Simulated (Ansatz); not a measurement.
## G0W0 on several functionals: Rb2CoAgF6 (Fm-3m)

How much of the starting functional survives in the G0W0 gap of Rb2CoAgF6 (Fm-3m)?

Main program and level: Ansatz 0.2.0; G0W0 on several functionals, plane waves, PAW.

This is a report of a sequence of runs, with most program output left out.

In doubt: one-shot GW on d or f shells is unsure, so the values of those runs are not to be relied on; masses and optical values from hybrid runs of this build are listed as unsure (step 4), which bears on the screening that GW takes from such a start.

## 1. Starting point

It takes space group Fm-3m (No. 225, cubic). The conventional cell has a = 8.604 Å, b = 8.604 Å, c = 8.604 Å, α = 90.00°, β = 90.00°, γ = 90.00°. Nearest to Rb lie 12 F at 3.05 Å. Nearest to Co lie 6 F at 1.90 Å. Nearest to Ag lie 6 F at 2.41 Å. Nearest to F lie 1 Co at 1.90 Å and 1 Ag at 2.41 Å and 4 Rb at 3.05 Å. Farther neighbours and most contacts between anions are not listed.

The cell and positions are those that the Materials Project relaxed with its own functionals (PBE, PBE+U or r2SCAN), kept fixed.

## 2. G0W0 on PBE

G0W0 replaces the xc potential by the self-energy, built once from these orbitals. Only a window of levels is corrected, while the sums run over the empty bands that the input names. This step takes PAW set soft_1 files.

This step: G0W0 on PBE, plane waves, PAW; PAW set soft_1.

input.yaml reads:

```yaml
crystal:
  lattice:
    - [0.0, 4.3018226235, 4.3018226235]
    - [4.3018226235, 0.0, 4.3018226235]
    - [4.3018226235, 4.3018226235, 0.0]
  atoms:
    - { symbol: Rb, position: [0.25, 0.25, 0.25] }
    - { symbol: Rb, position: [0.75, 0.75, 0.75] }
    - { symbol: Co, position: [0.0, 0.0, 0.0] }
    - { symbol: Ag, position: [0.5, 0.5, 0.5] }
    - { symbol: F, position: [0.220346, 0.220346, 0.779654] }
    - { symbol: F, position: [0.220346, 0.779654, 0.779654] }
    - { symbol: F, position: [0.779654, 0.779654, 0.220346] }
    - { symbol: F, position: [0.220346, 0.779654, 0.220346] }
    - { symbol: F, position: [0.779654, 0.220346, 0.779654] }
    - { symbol: F, position: [0.779654, 0.220346, 0.220346] }
kpoints:
  mp_grid: { grid: [4, 4, 4] }
hamiltonian:
  xc: pbe
  pseudopotentials: { kind: paw, azcp: { folder: soft_1 } }
scf:
  occupations: { method: fixed }
gw:
  n_empty_bands: 873
  ecut_chi: 180.0
  qp_bands: [v3, c3]
  qp_kpoints: band_edges
  screening: { model: contour_deformation }
```

Launch:

```
ansatz run input.yaml --threads 2 --pin off --max-ram 92160MiB --backend cuda --events-out ev --progress --plain --runs-dir out --devices 1 --max-vram 13GiB
```

It took 49 s on 1 × NVIDIA H100 80GB HBM3 (shared by 6 runs) with 2 threads of AMD EPYC 7R13 (Zen 3), shared host; peak memory 3.1 GiB; 74 s of CPU time.

This step gave:

```yaml
bands_summed: 921
rpa_eps_infinity_on_this_mesh_eigenvalues: 3.547, 3.547, 3.547
plane_waves_in_the_screening_matrix: 893
q_points_in_the_mesh: 64
g0w0_gap_on_the_mesh: 2.557 eV
k_of_the_valence_top: 0, -0.5, -0.5
k_of_the_conduction_bottom: 0, -0.5, -0.5
starting_gap_on_the_mesh: 0.9315 eV
z_at_the_valence_top: 0.5813
z_at_the_conduction_bottom: 0.6455
least_direct_g0w0_gap_on_the_computed_points: 2.557 eV
```

The gap on the mesh goes from 0.93 eV to 2.56 eV, a correction of +1.63 eV. The program marks an edge row as in doubt. Between the two edge states, bare exchange in place of the xc potential would open the gap by 17.09 eV, and correlation takes back 15.47 eV.

## 3. G0W0 on r2SCAN

The same correction from a different start measures what one shot leaves open.

This step: G0W0 on r2SCAN, plane waves, PAW; PAW set soft_1.

input.yaml: that of step 2 with these lines changed.

```diff
@@ -19,3 +19,3 @@
 hamiltonian:
-  xc: pbe
+  xc: r2scan
   pseudopotentials: { kind: paw, azcp: { folder: soft_1 } }
```

It took 94 s on 1 × NVIDIA H100 80GB HBM3 (shared by 6 runs) with 2 threads; peak memory 3.3 GiB; 2.4 min of CPU time.

This step gave:

| Quantity | Value |
| --- | --- |
| bands summed | 921 |
| RPA ε∞ on this mesh (eigenvalues) | 3.076, 3.076, 3.076 |
| plane waves in the screening matrix | 893 |
| q-points in the mesh | 64 |
| G0W0 gap on the mesh | 3.475 eV |
| k of the valence top | 0, -0.5, -0.5 |
| k of the conduction bottom | 0, -0.5, -0.5 |
| starting gap on the mesh | 1.955 eV |
| Z at the valence top | 0.6134 |
| Z at the conduction bottom | 0.6638 |
| least direct G0W0 gap on the computed points | 3.475 eV |

Against the run with 4×4×4 mesh, 873 empty bands, screening to 180 eV, PAW set soft_1 files on PBE, the gap moves by +0.92 eV, while the start moved by +1.02 eV.

## 4. G0W0 on HSE06

This step: G0W0 on HSE06, plane waves, PAW; PAW set soft_1.

input.yaml: that of step 3 with these lines changed.

```diff
@@ -19,3 +19,3 @@
 hamiltonian:
-  xc: r2scan
+  xc: hse06
   pseudopotentials: { kind: paw, azcp: { folder: soft_1 } }
```

Wall time 2.9 min (1 × NVIDIA H100 80GB HBM3 (shared by 6 runs) with 2 threads); peak memory 3.2 GiB; 3.9 min of CPU time.

Numbers from this step:

```yaml
bands_summed: 921
rpa_eps_infinity_on_this_mesh_eigenvalues: 2.420, 2.420, 2.420
plane_waves_in_the_screening_matrix: 893
g0w0_gap_on_the_mesh: 5.310 eV
k_of_the_valence_top: 0, 0, -0.5
k_of_the_conduction_bottom: 0, -0.5, -0.5
starting_gap_on_the_mesh: 3.632 eV
least_direct_g0w0_gap_on_the_computed_points: 5.695 eV
```

Against the run with 4×4×4 mesh, 873 empty bands, screening to 180 eV, PAW set soft_1 files on r2SCAN, the gap moves by +1.83 eV, while the start moved by +1.68 eV.

## 5. The starts together

All on the 4×4×4 mesh with 873 empty bands and screening to 180 eV. Times are wall times on 1 × NVIDIA H100 80GB HBM3 (shared by 6 runs) with 2 threads of AMD EPYC 7R13 (Zen 3), shared host, good to a factor of about two.

| start | starting gap (eV) | shift (eV) | G0W0 gap (eV) | RPA ε∞ (harmonic mean) | Z (valence, conduction) | time |
| --- | --- | --- | --- | --- | --- | --- |
| PBE | 0.93 | +1.63 | 2.56 | 3.55 | 0.58, 0.65 | 49 s |
| r2SCAN | 1.96 | +1.52 | 3.48 | 3.08 | 0.61, 0.66 | 94 s |
| HSE06 | 3.63 | +1.68 | 5.31 | 2.42 | 0.77, 0.74 | 2.9 min |

How the two edges are built up, in eV (the quasiparticle level is the starting level plus Σx plus Σc less Vxc):

| run | edge | start | Σx | Σc | Vxc | Z | QP |
| --- | --- | --- | --- | --- | --- | --- | --- |
| PBE | valence top | 5.60 | -42.22 | 8.84 | -33.02 | 0.58 | 5.25 |
| PBE | conduction bottom | 6.54 | -21.47 | -6.62 | -29.37 | 0.65 | 7.81 |
| r2SCAN | valence top | 4.60 | -42.38 | 8.48 | -33.72 | 0.61 | 4.41 |
| r2SCAN | conduction bottom | 6.60 | -21.28 | -6.83 | -29.41 | 0.66 | 7.89 |
| HSE06 | valence top | 3.58 | -35.70 | 4.36 | -30.79 | 0.77 | 3.02 |
| HSE06 | conduction bottom | 7.21 | -20.27 | -6.33 | -27.73 | 0.74 | 8.33 |

For a hybrid start, Vxc holds its share of exact exchange. Where G0W0 reorders the edges (r2SCAN), the two states listed lie further apart at the start than the starting gap.

## 6. Summary of results

* G0W0@PBE: 2.56 eV (start 0.93 eV)
* G0W0@r2SCAN: 3.48 eV (start 1.96 eV)
* G0W0@HSE06: 5.31 eV (start 3.63 eV)
* known limits: not at the basis limit; no spin polarisation; d shell near the gap, gap tends to lie low; d states lean on the start; no spin-orbit coupling

**Reading.** The starting gaps span 2.70 eV and the G0W0 gaps 2.75 eV. Between PBE and HSE06, 2.75 eV of the 2.70 eV survives, 102 %. HSE06 screens less than PBE (ε∞ 2.42 against 3.55). Of the 2.75 eV by which its G0W0 gap is higher, the correlation part gives +4.78 eV, and exchange with the one-particle terms, which follow the orbitals, −2.02 eV. The smallest correction, +1.52 eV, is on r2SCAN, the start nearest to reproducing itself. Bands and cutoff are finite, so the gap is not at the basis limit. The miss can reach some tenths of an eV and take either sign; the mesh is an error of its own. The runs have no spin polarisation. For a closed low-spin shell that is the natural state; where a d or f shell is open it is a constraint, and the gap is then not the crystal's own. A d shell, filled or nearly so, lies near the gap. One-shot GW converges very slowly in bands there, not always from below, and on a semilocal start the gap tends to come out low; starts rich in exact exchange can overshoot instead. With d states at the gap, one-shot GW leans hard on its start. The many-body steps are scalar-relativistic: spin-orbit coupling is not in them. The program marks a band-edge row as in doubt, so the gap is less sure than its digits.

[Paths, hosts, dates, memory and timing lines, banners, echoed tables and standing remarks are left out of the program output.]

[Logs are printed without paths, hosts, clocks, repeated set-up lines and the standing remarks that a program may print on its own settings, such as how far it seeks lower states.]

[Runs of the session that timed out or met a known fault of the program may be left out.]

[Cells called generated may have been cut or substituted from an entry of the Crystallography Open Database or the Materials Project.]

[Hosts, paths, dates, database ids (printed as entryN), source tags and the programs' standing remarks are cut or masked in the printed files.]
